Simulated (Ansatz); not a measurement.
## N on W(100): change of the work function: the clean slab

Ansatz 0.2.0; plane-wave DFT, PBE, Ansatz PAW.

Contents of input.yaml:

```yaml
crystal:
  lattice:
    - [3.16, 0.0, 0.0]
    - [0.0, 3.16, 0.0]
    - [0.0, 0.0, 24.32]
  atoms:
    - { symbol: W, position: [0.0, 0.0, 0.3700657895] }
    - { symbol: W, position: [0.5, 0.5, 0.4350328947] }
    - { symbol: W, position: [0.0, 0.0, 0.5] }
    - { symbol: W, position: [0.5, 0.5, 0.5649671053] }
    - { symbol: W, position: [0.0, 0.0, 0.6299342105] }
kpoints:
  mp_grid: { grid: [10, 10, 1] }
hamiltonian:
  xc: pbe
scf:
  occupations: { method: fermi_dirac, width: 0.1 }
  convergence: { dr2_threshold: 1.0e-08 }
efield:
  axis: 3
  dipole_correction: true
  ramp_position: 0.97
  ramp_width: 0.06
relax:
  f_tol: 0.02
  max_steps: 60
  constraints: [{ sites: [0, 1] }]
output:
  write_potential: true
  write_density: true
  volumetric_format: npy
```

The run is started by

```bash
> ansatz run input.yaml --threads 4 --pin off --max-ram 12288MiB --backend cpu --events-out ev --progress --plain --runs-dir out
```

Q: Predict the work function, upper face; work function, lower face; and electron's electrostatic potential energy less the Fermi level against z.

In the vacuum the potential turns flat, and its height over the Fermi level, 4.25 eV, is the work function of the face beside that plateau.

Forces are held to the 8 operations that the run works with; a distortion that breaks them can't arise in this run.

Relaxation path:

```
step  energy less that of the first step (eV)  largest force component (eV/Å)
   1                                   0.0000                          1.6387
   2                                   0.2072                          2.8808
   3                                  -0.1200                          0.1109
   4                                  -0.1207                          0.0114
```

Relaxation step 2 was tried and not accepted.

The atoms that moved most (Å):

```csv
atom,dx,dy,dz,length
W5,0.000,0.000,-0.094,0.094
W4,0.000,0.000,0.060,0.060
```

Final coordinates:

```xyz
5
Lattice="3.1600 0.0000 0.0000 0.0000 3.1600 0.0000 0.0000 0.0000 24.3200" Properties=species:S:1:pos:R:3
W     0.0000    0.0000    9.0000
W     1.5800    1.5800   10.5800
W     0.0000    0.0000   12.1569
W     1.5800    1.5800   13.8002
W     0.0000    0.0000   15.2259
```

This step gave:

```
work function, upper face      : 4.140 eV
work function, lower face      : 4.249 eV
dipole along the normal        : 0.006030 e·Å
step between the vacuum levels : -0.1093 eV
```

Running mean over 1.58 Å of the planar mean; the ramp of the sawtooth is left out. The electron's electrostatic potential energy less the Fermi level by z:

```csv
z (Å),electron's electrostatic potential energy less the Fermi level (eV)
3,4.25
4,4.25
5,4.24
6,4.16
7,3.41
8,-2.57
9,-11.3
10,-12.3
11,-12.7
12,-12.6
13,-12.0
14,-13.4
15,-13.0
16,-5.09
17,2.80
18,3.99
19,4.12
20,4.14
21,4.14
```

[Logs are printed without paths, hosts, clocks, repeated set-up lines and the standing remarks that a program may print on its own settings, such as how far it seeks lower states.]

[Hosts, paths, dates, database ids (printed as entryN), source tags and the programs' standing remarks are cut or masked in the printed files.]

[Maps of the electrostatic potential energy from Ansatz leave out the sawtooth potential of an applied field or a dipole correction, so their vacuum need not be flat; planar profiles and work functions include it.]
